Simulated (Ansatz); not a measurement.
# 3-layer arsenene (AA') in a perpendicular field, part 2 of 3

What dipole does a perpendicular field induce in the 3-layer arsenene (AA'), and does the gap follow? A positive field points along +c.

Ansatz 0.2.0; plane-wave DFT, PBE-D3(BJ), Ansatz PAW.

So far. Step 2 (Relaxing the slab): The lattice constant a goes from 3.610 to 3.569 Å.

## 3. Atoms held, field 0, start network

A sawtooth potential applies the field, turning back in the middle of the vacuum. With the dipole correction the typed value is the field outside the slab. The induced dipole is small, so the SCF threshold is tight.

The cell differs from the one that the last finished run ended in (c 51.400 → 29.854 Å).

Contents of input.yaml:

```yaml
crystal:
  lattice:
    - [3.5691369566, 0.0, 0.0]
    - [-1.7845684783, 3.090963274, 0.0]
    - [0.0, 0.0, 29.8539920603]
  atoms:
    - { symbol: As, position: [0.6666666667, 0.3333333333, 0.3014672203] }
    - { symbol: As, position: [0.3333333333, 0.6666666667, 0.3483178563] }
    - { symbol: As, position: [0.3333333333, 0.6666666667, 0.4765757469] }
    - { symbol: As, position: [0.6666666667, 0.3333333333, 0.5234242531] }
    - { symbol: As, position: [0.6666666667, 0.3333333333, 0.6516821437] }
    - { symbol: As, position: [0.3333333333, 0.6666666667, 0.6985327797] }
kpoints:
  mp_grid: { grid: [18, 18, 1] }
  band_path:
    path: [[0, 0, 0], [0.5, 0, 0], [0.33333333, 0.33333333, 0], [0, 0, 0]]
    npoints: 16
hamiltonian:
  xc: pbe
  dispersion: d3bj
scf:
  occupations: { method: fermi_dirac, width: 0.02585 }
  convergence: { dr2_threshold: 1.0e-10 }
efield:
  axis: 3
  dipole_correction: true
  ramp_position: 0.97
  ramp_width: 0.06
  amplitude: 0
output:
  dos: { projected: true, e_range: [-6, 5] }
  write_potential: true
  write_density: true
  volumetric_format: npy
  elf: true
```

On the command line:

```bash
> ansatz run input.yaml --threads 4 --pin off --max-ram 8192MiB --backend cpu --events-out ev --progress --plain --runs-dir out
```

Output:

```text
[...]
Crystal: 6 atoms, lattice volume = 329.351 Å³
Basis set: ecut = 420 eV, 6321 PW (Γ)
Bands: 54, of which v1, the nominal top of the filled ones, is band 45 counted from 1 (44 counted from 0)
Symmetry: 6 space group operations
k-points: 37 of 324 (time reversal used)
[...]
SCF iter   1: F=—  HF=-29138.345768 eV  |F-HF|=—  |Δ(HF+E_count)|=         —  Δρ=1.03e-3  dr2=3.86e-3  ethr=1.77e-3  p=0.000 e·Å  D=7.45e-14 V/Å  ΔV_dip=-0.00 eV  dr2_dipole=1.45e-8  V_vac-E_F(+/−)=4.55/4.55 eV  ⟨swp⟩=7.5  Hψ=7802  notcnv=0  defer=7
efield: sawtooth ramp at fractional position 0.9700 (set: `efield.ramp_position`, or a place that a band, a saddle search or an elastic batch's reference lends), width 0.0600; the density the first Hamiltonian is built on has a dipole p = 0.000 e·Å; the dipole correction subtracts the counter field D = 7.45e-14 V/Å, which shifts the + side's vacuum level by -0.00 eV against the − side's; the planar-averaged density in the ramp window peaks in size at 6.3e-6 e/Å³
[...]
SCF iter   2: F=—  HF=-29138.345813 eV  |F-HF|=—  |Δ(HF+E_count)|=   4.51e-5  Δρ=5.71e-4  dr2=1.20e-3  ethr=4.29e-6  p=-0.000 e·Å  D=-2.45e-5 V/Å  ΔV_dip=0.00 eV  dr2_dipole=5.89e-8  V_vac-E_F(+/−)=4.55/4.55 eV  ⟨swp⟩=2.1  Hψ=3092  notcnv=0  defer=107
[...]
SCF iter  12: F=-29138.346405 eV  HF=-29138.346405 eV  |F-HF|=2.55e-11  |Δ(HF+E_count)|=  6.55e-11  Δρ=7.46e-8  dr2=4.14e-11  ethr=1.00e-12  p=0.000 e·Å  D=1.31e-7 V/Å  ΔV_dip=-0.00 eV  dr2_dipole=1.50e-12  V_vac-E_F(+/−)=4.58/4.58 eV  ⟨swp⟩=6.6  Hψ=5454  notcnv=0
SCF 1 converged in 12 iterations: F = -29138.346405 eV  dr2 = 4.14e-11
[...]
NSCF: frozen V_eff on 49 k-points
efield: sawtooth ramp at fractional position 0.9700 (kept from the solve that this one continues, or follows in the run), width 0.0600; the density the first Hamiltonian is built on has a dipole p = 0.000 e·Å; the dipole correction subtracts the counter field D = 1.31e-7 V/Å, which shifts the + side's vacuum level by -0.00 eV against the − side's; the planar-averaged density in the ramp window peaks in size at 1.6e-7 e/Å³
[...]
SCF converged after 12 iterations
Free energy (F): -29138.346405 eV
[...]
Internal energy: -29138.346405 eV  (E = F + TS)
E sigma→0 (E₀):  -29138.346405 eV
Fermi energy:    1.358542 eV
Dipole field:    D = -0.000001 V/Å  (p = -0.000002 e·Å, saw-weighted, corrected)
Work function:   Φ+ = 4.5778 eV   Φ− = 4.5778 eV
Levels:          The Fermi level and band energies are counted from a zero that moves with the ramp; work functions are not
[...]
--- Band table (eV; the first three rows and the last of 37) ---
  k-point 0: bands = [... 41 lower, 0.6623, 0.6778, 0.6778, 0.7429, 2.5331, 2.8597, 3.0764, 4.1055, ... 5 higher]
  k-point 1: bands = [... 41 lower, 0.5313, 0.5617, 0.5774, 0.7897, 2.9368, 3.2224, 3.4281, 4.0000, ... 5 higher]
  k-point 2: bands = [... 41 lower, 0.2734, 0.3041, 0.3201, 0.8203, 3.1676, 3.3404, 3.4823, 4.1397, ... 5 higher]
  k-point 36: bands = [... 41 lower, -1.4652, -1.4652, -1.1720, -1.1720, 2.1851, 2.4894, 2.7947, 4.5746, ... 5 higher]
```

Wall time 24 s (4 threads of Intel Xeon Platinum 8488C (Sapphire Rapids), shared host); peak memory 1.2 GiB; 92 s of CPU time.

Numbers from this step:

* gap on the k-mesh: 0.9947 eV
* dipole along the normal: -2.09e-6 e·Å
* gap along the path: 0.9980 eV
* smallest direct gap along the path: 1.440 eV
* ionisation energy, upper face: 5.093 eV
* electron affinity, upper face: 4.095 eV
* gap, the smaller of path and mesh: 0.9947 eV

Running mean over a fixed 2.5 Å (it still follows the layers) of the planar mean; the ramp of the sawtooth is left out. The electron's electrostatic potential energy less the Fermi level by z:

```
z (Å)  electron's electrostatic potential energy less the Fermi level (eV)
  3.5                                                                 4.58
  4.0                                                                 4.58
  4.5                                                                 4.58
  5.0                                                                 4.57
  5.5                                                                 4.56
  6.0                                                                 4.52
  6.5                                                                 4.37
  7.0                                                                 3.75
  7.5                                                                 2.41
  8.0                                                                0.991
  8.5                                                               -0.957
  9.0                                                                -2.62
  9.5                                                                -3.45
 10.0                                                                -3.37
 10.5                                                                -2.38
 11.0                                                               -0.583
 11.5                                                                 1.16
 12.0                                                                 2.20
 12.5                                                                 2.36
 13.0                                                                 1.46
 13.5                                                              -0.0805
 14.0                                                                -2.02
 14.5                                                                -3.19
 15.0                                                                -3.53
 15.5                                                                -2.93
 16.0                                                                -1.51
 16.5                                                                0.456
 17.0                                                                 1.78
 17.5                                                                 2.46
 18.0                                                                 1.94
 18.5                                                                0.736
 19.0                                                                -1.18
 19.5                                                                -2.74
 20.0                                                                -3.50
 20.5                                                                -3.29
 21.0                                                                -2.23
 21.5                                                               -0.335
 22.0                                                                 1.44
 22.5                                                                 2.82
 23.0                                                                 4.03
 23.5                                                                 4.44
 24.0                                                                 4.54
 24.5                                                                 4.57
 25.0                                                                 4.58
 25.5                                                                 4.58
 26.0                                                                 4.58
 26.5                                                                 4.58
```

The density of states has structure finer than the step of the table below, so its rows give means over 0.2 eV. Peaks (eV: height): -4.59: 7.45, -4.43: 7.43, -4.24: 8.30, -1.92: 7.60, -1.78: 9.08, -1.23: 8.10, 1.86: 7.99.

Table of density of states by energy, zero at the Fermi level of the run, which the smearing sets inside the gap; means over each step:

```
energy (eV)  density of states (states/eV a cell)
       -5.4                                     0
       -5.2                                 0.647
       -5.0                                  1.37
       -4.8                                  2.00
       -4.6                                  5.78
       -4.4                                  6.28
       -4.2                                  5.53
       -4.0                                  2.59
       -3.8                                  2.60
       -3.6                                  3.65
       -3.4                                  4.08
       -3.2                                  4.09
       -3.0                                  3.36
       -2.8                                  4.08
       -2.6                                  5.11
       -2.4                                  4.92
       -2.2                                  5.08
       -2.0                                  6.02
       -1.8                                  5.97
       -1.6                                  3.06
       -1.4                                  3.39
       -1.2                                  4.16
       -1.0                                  1.75
       -0.8                                  1.51
       -0.6                                  2.17
       -0.4                                     0
       -0.2                                     0
        0.0                                     0
        0.2                                     0
        0.4                                0.0146
        0.6                                 0.642
        0.8                                  1.03
        1.0                                  2.30
        1.2                                  3.17
        1.4                                  5.20
        1.6                                  4.85
        1.8                                  5.61
        2.0                                  3.97
        2.2                                  4.18
```

Projected DOS per atom over height of the atomic layer and energy from the Fermi level. Layers: As As As As As As from below.

Ten even steps from '_' (0.00 states/eV) to '@' (1.14 states/eV), each cell a mean:
```
==++****++==
####++++####
****####****
==--------==
..__....__..
____________
____________
....::::....
....::::....
****----****
++++====++++
%%%%@@@@%%%%
####****####
****####****
++++++++++++
++++++++++++
------------
@@@@####@@@@
++++####++++
............
____________
____________
```
Columns: height of the atomic layer (Å) from 9 to 20.9 (not evenly spaced); rows upwards: energy from the Fermi level (eV) from -5.96 to 2.41.

The electronic bands at the labelled points (eV, zero at the Fermi level of the run, which the smearing sets inside the gap):

```
  point  band 42  band 43  band 44  band 45  band 46  band 47  band 48  band 49
      Γ    -0.70    -0.68    -0.68    -0.62     1.17     1.50     1.72     2.75
halfway    -1.87    -1.81    -1.25    -0.71     0.73     1.00     1.32     3.36
      M    -2.64    -2.62    -2.44    -2.13     0.99     1.24     1.46     1.71
halfway    -3.13    -2.71    -2.40    -2.12     1.44     1.83     2.19     2.60
      K    -2.82    -2.82    -2.53    -2.53     0.83     1.13     1.44     3.22
halfway    -3.01    -1.75    -1.22    -0.72     1.68     2.02     2.46     2.59
      Γ    -0.70    -0.68    -0.68    -0.62     1.17     1.50     1.72     2.75
```

Electrostatic potential energy in the ca plane at fractional y = 0.333, with atoms of As within 0.2 Å of it. With pseudopotentials it is smooth inside the atoms' cores, unlike the true potential.

Ten even steps from '0' (-15 eV) to '9' (6 eV), each cell a mean:
```
67789999998877521268999974113678899999999999
27899999999986126216999840450278999999999999
06899999999984089815899823994068999999999999
06899999999985069605899832992168999999999999
47889999999886200037999861000478899999999999
67788999998777654578999987546677889999999999
65568999997645778899999998887655789999999999
64468999987545688899999999887644689999999999
66678999998766777789999998777666789999999999
```
Columns run along c (16.0 Å, from fractional 0.33 to 0.87 of the cell; values clipped at the 3rd and 97th percentile), rows up along a (3.6 Å). Atoms in or near the plane, at fractional coordinates: As at (0.52, 0.67), As at (0.65, 0.67).

Valence density in the ca plane at fractional y = 0.333, with atoms of As within 0.2 Å of it. It is the smooth field of the valence electrons, not physical close to the nuclei.

Values in e/Å³, 5 rows by 16 columns, each cell a mean:
```
 0  0  0  0  0  1  1  0  0  2  1  0  0  0  0  0
 0  0  0  0  0  9  9  0  0 12  5  0  0  0  0  0
 0  0  0  0  0  2  2  0  0  2  1  0  0  0  0  0
 0  0  0  0  0  0  0  0  0  0  0  0  0  0  0  0
 0  0  0  0  0  0  0  0  0  0  0  0  0  0  0  0
```
Columns run along c (16.0 Å, from fractional 0.33 to 0.87 of the cell), rows up along a (3.6 Å). Atoms in or near the plane, at fractional coordinates: As at (0.52, 0.67), As at (0.65, 0.67).

ELF in the ca plane at fractional y = 0.333, with atoms of As within 0.2 Å of it. It is the smooth field of the valence electrons, not physical close to the nuclei.

Ten even steps from '0' (0.00) to '9' (0.85), each cell a mean:
```
76543100023456777888401688777765432100000000
65310000001235654799612898545652100000000000
54200000000134523489713997323542000000000000
54210000000135532599713998424542100000000000
65421000011346666899502898766653210000000000
76655300135666776776201477767766553200000000
66677510267766543221000012345666786420000000
56678510268766542100000001134567787521000000
66676410157666665543100245556666765310000000
```
Columns run along c (16.0 Å, from fractional 0.33 to 0.87 of the cell), rows up along a (3.6 Å). Atoms in or near the plane, at fractional coordinates: As at (0.52, 0.67), As at (0.65, 0.67).

The gap is 0.99 eV, with the valence edge 5.09 eV and the conduction edge 4.09 eV under the upper vacuum level.

## 4. Atoms held, field 0.05 V/Å

Changes to input.yaml since step 3:

```diff
@@ -28,5 +28,4 @@
   ramp_width: 0.06
-  amplitude: 0
+  amplitude: 0.05
 output:
-  dos: { projected: true, e_range: [-6, 5] }
   write_potential: true
@@ -34,2 +33 @@
   volumetric_format: npy
-  elf: true
```

Output:

```text
[...]
Crystal: 6 atoms, lattice volume = 329.351 Å³
Basis set: ecut = 420 eV, 6321 PW (Γ)
Bands: 54, of which v1, the nominal top of the filled ones, is band 45 counted from 1 (44 counted from 0)
Symmetry: 6 space group operations
k-points: 37 of 324 (time reversal used)
[...]
k-point 0: bands = [... 41 lower, 0.6494, 0.7188, 0.7188, 0.7444, 2.5279, 2.8594, 3.0816, 4.0877, ... 5 higher]
  k-point 1: bands = [... 41 lower, 0.5028, 0.5489, 0.6183, 0.7914, 2.9306, 3.2225, 3.4337, 3.9846, ... 5 higher]
  k-point 2: bands = [... 41 lower, 0.2451, 0.2913, 0.3608, 0.8220, 3.1587, 3.3399, 3.4912, 4.1311, ... 5 higher]
  k-point 36: bands = [... 41 lower, -1.5173, -1.4140, -1.1955, -1.1456, 2.1806, 2.4885, 2.7996, 4.5705, ... 5 higher]
[key lines of the parts left out:]
SCF converged after 13 iterations
Free energy (F): -29138.347348 eV
Fermi energy:    1.357545 eV
Dipole field:    D = 0.020709 V/Å  (p = 0.037694 e·Å, saw-weighted, corrected)
```

Wall time 24 s (4 threads); peak memory 1.1 GiB.

The dipole is 0.0377 e·Å, and the gap 0.989 eV.

## 5. Single point, field -0.05 V/Å

Changes to input.yaml since step 4:

```diff
@@ -28,3 +28,3 @@
   ramp_width: 0.06
-  amplitude: 0.05
+  amplitude: -0.05
 output:
```

Output:

```text
[...]
Crystal: 6 atoms, lattice volume = 329.351 Å³
Basis set: ecut = 420 eV, 6321 PW (Γ)
Bands: 54, of which v1, the nominal top of the filled ones, is band 45 counted from 1 (44 counted from 0)
Symmetry: 6 space group operations
k-points: 37 of 324 (time reversal used)
[...]
k-point 0: bands = [... 41 lower, 0.6494, 0.7188, 0.7188, 0.7444, 2.5279, 2.8594, 3.0816, 4.0877, ... 5 higher]
  k-point 1: bands = [... 41 lower, 0.5028, 0.5489, 0.6183, 0.7914, 2.9306, 3.2225, 3.4337, 3.9846, ... 5 higher]
  k-point 2: bands = [... 41 lower, 0.2451, 0.2913, 0.3608, 0.8220, 3.1587, 3.3399, 3.4912, 4.1311, ... 5 higher]
  k-point 36: bands = [... 41 lower, -1.5173, -1.4140, -1.1955, -1.1456, 2.1806, 2.4885, 2.7996, 4.5705, ... 5 higher]
[key lines of the parts left out:]
SCF converged after 13 iterations
Free energy (F): -29138.347348 eV
Fermi energy:    1.357545 eV
Dipole field:    D = -0.020710 V/Å  (p = -0.037694 e·Å, saw-weighted, corrected)
```

It took 24 s on 4 threads; peak memory 1.1 GiB.

The dipole is -0.0377 e·Å, and the gap 0.989 eV.

## 6. Atoms held, field 0.1 V/Å

Changes to input.yaml since step 5:

```diff
@@ -26,5 +26,5 @@
   dipole_correction: true
-  ramp_position: 0.97
-  ramp_width: 0.06
-  amplitude: -0.05
+  ramp_position: 0.9628
+  ramp_width: 0.0744
+  amplitude: 0.1
 output:
```

Output:

```text
[...]
Crystal: 6 atoms, lattice volume = 329.351 Å³
Basis set: ecut = 420 eV, 6321 PW (Γ)
Bands: 54, of which v1, the nominal top of the filled ones, is band 45 counted from 1 (44 counted from 0)
Symmetry: 6 space group operations
k-points: 37 of 324 (time reversal used)
[...]
k-point 0: bands = [... 41 lower, 0.6474, 0.7491, 0.7701, 0.7701, 2.5127, 2.8585, 3.0966, 4.0467, ... 5 higher]
  k-point 1: bands = [... 41 lower, 0.4524, 0.5468, 0.6696, 0.7964, 2.9130, 3.2226, 3.4497, 3.9476, ... 5 higher]
  k-point 2: bands = [... 41 lower, 0.1947, 0.2892, 0.4121, 0.8271, 3.1342, 3.3386, 3.5152, 4.1075, ... 5 higher]
  k-point 36: bands = [... 41 lower, -1.5689, -1.3660, -1.2141, -1.1168, 2.1674, 2.4863, 2.8138, 4.5613, ... 5 higher]
[key lines of the parts left out:]
SCF converged after 14 iterations
Free energy (F): -29138.350175 eV
Fermi energy:    1.354664 eV
Dipole field:    D = 0.041436 V/Å  (p = 0.075418 e·Å, saw-weighted, corrected)
```

It took 24 s on 4 threads; peak memory 1.1 GiB; 90 s of CPU time.

The dipole is 0.0754 e·Å, and the gap 0.972 eV.

## 7. Atoms held, field -0.1 V/Å

Changes to input.yaml since step 6:

```diff
@@ -28,3 +28,3 @@
   ramp_width: 0.0744
-  amplitude: 0.1
+  amplitude: -0.1
 output:
```

Output:

```text
[...]
Crystal: 6 atoms, lattice volume = 329.351 Å³
Basis set: ecut = 420 eV, 6321 PW (Γ)
Bands: 54, of which v1, the nominal top of the filled ones, is band 45 counted from 1 (44 counted from 0)
Symmetry: 6 space group operations
k-points: 37 of 324 (time reversal used)
[...]
k-point 0: bands = [... 41 lower, 0.6474, 0.7491, 0.7701, 0.7701, 2.5127, 2.8585, 3.0966, 4.0467, ... 5 higher]
  k-point 1: bands = [... 41 lower, 0.4524, 0.5468, 0.6696, 0.7964, 2.9130, 3.2226, 3.4497, 3.9476, ... 5 higher]
  k-point 2: bands = [... 41 lower, 0.1947, 0.2892, 0.4121, 0.8271, 3.1342, 3.3386, 3.5152, 4.1075, ... 5 higher]
  k-point 36: bands = [... 41 lower, -1.5689, -1.3660, -1.2141, -1.1168, 2.1674, 2.4863, 2.8138, 4.5613, ... 5 higher]
[key lines of the parts left out:]
SCF converged after 14 iterations
Free energy (F): -29138.350175 eV
Fermi energy:    1.354664 eV
Dipole field:    D = -0.041436 V/Å  (p = -0.075418 e·Å, saw-weighted, corrected)
```

It took 24 s on 4 threads; peak memory 1.1 GiB.

The dipole is -0.0754 e·Å, and the gap 0.972 eV.

[end of part 2 of 3]

[Long decimals in the printed logs are rounded to 6 places.]

[Logs are printed without paths, hosts, clocks, repeated set-up lines and the standing remarks that a program may print on its own settings, such as how far it seeks lower states.]

[Hosts, paths, dates, database ids (printed as entryN), source tags and the programs' standing remarks are cut or masked in the printed files.]

[Maps of the electrostatic potential energy from Ansatz leave out the sawtooth potential of an applied field or a dipole correction, so their vacuum need not be flat; planar profiles and work functions include it.]

[The density of states shown here was stored with 400 of the rows of the run's finer table, so its peaks can read low, often by over a quarter, or be missed, and its means over a window can be off by a tenth or more.]
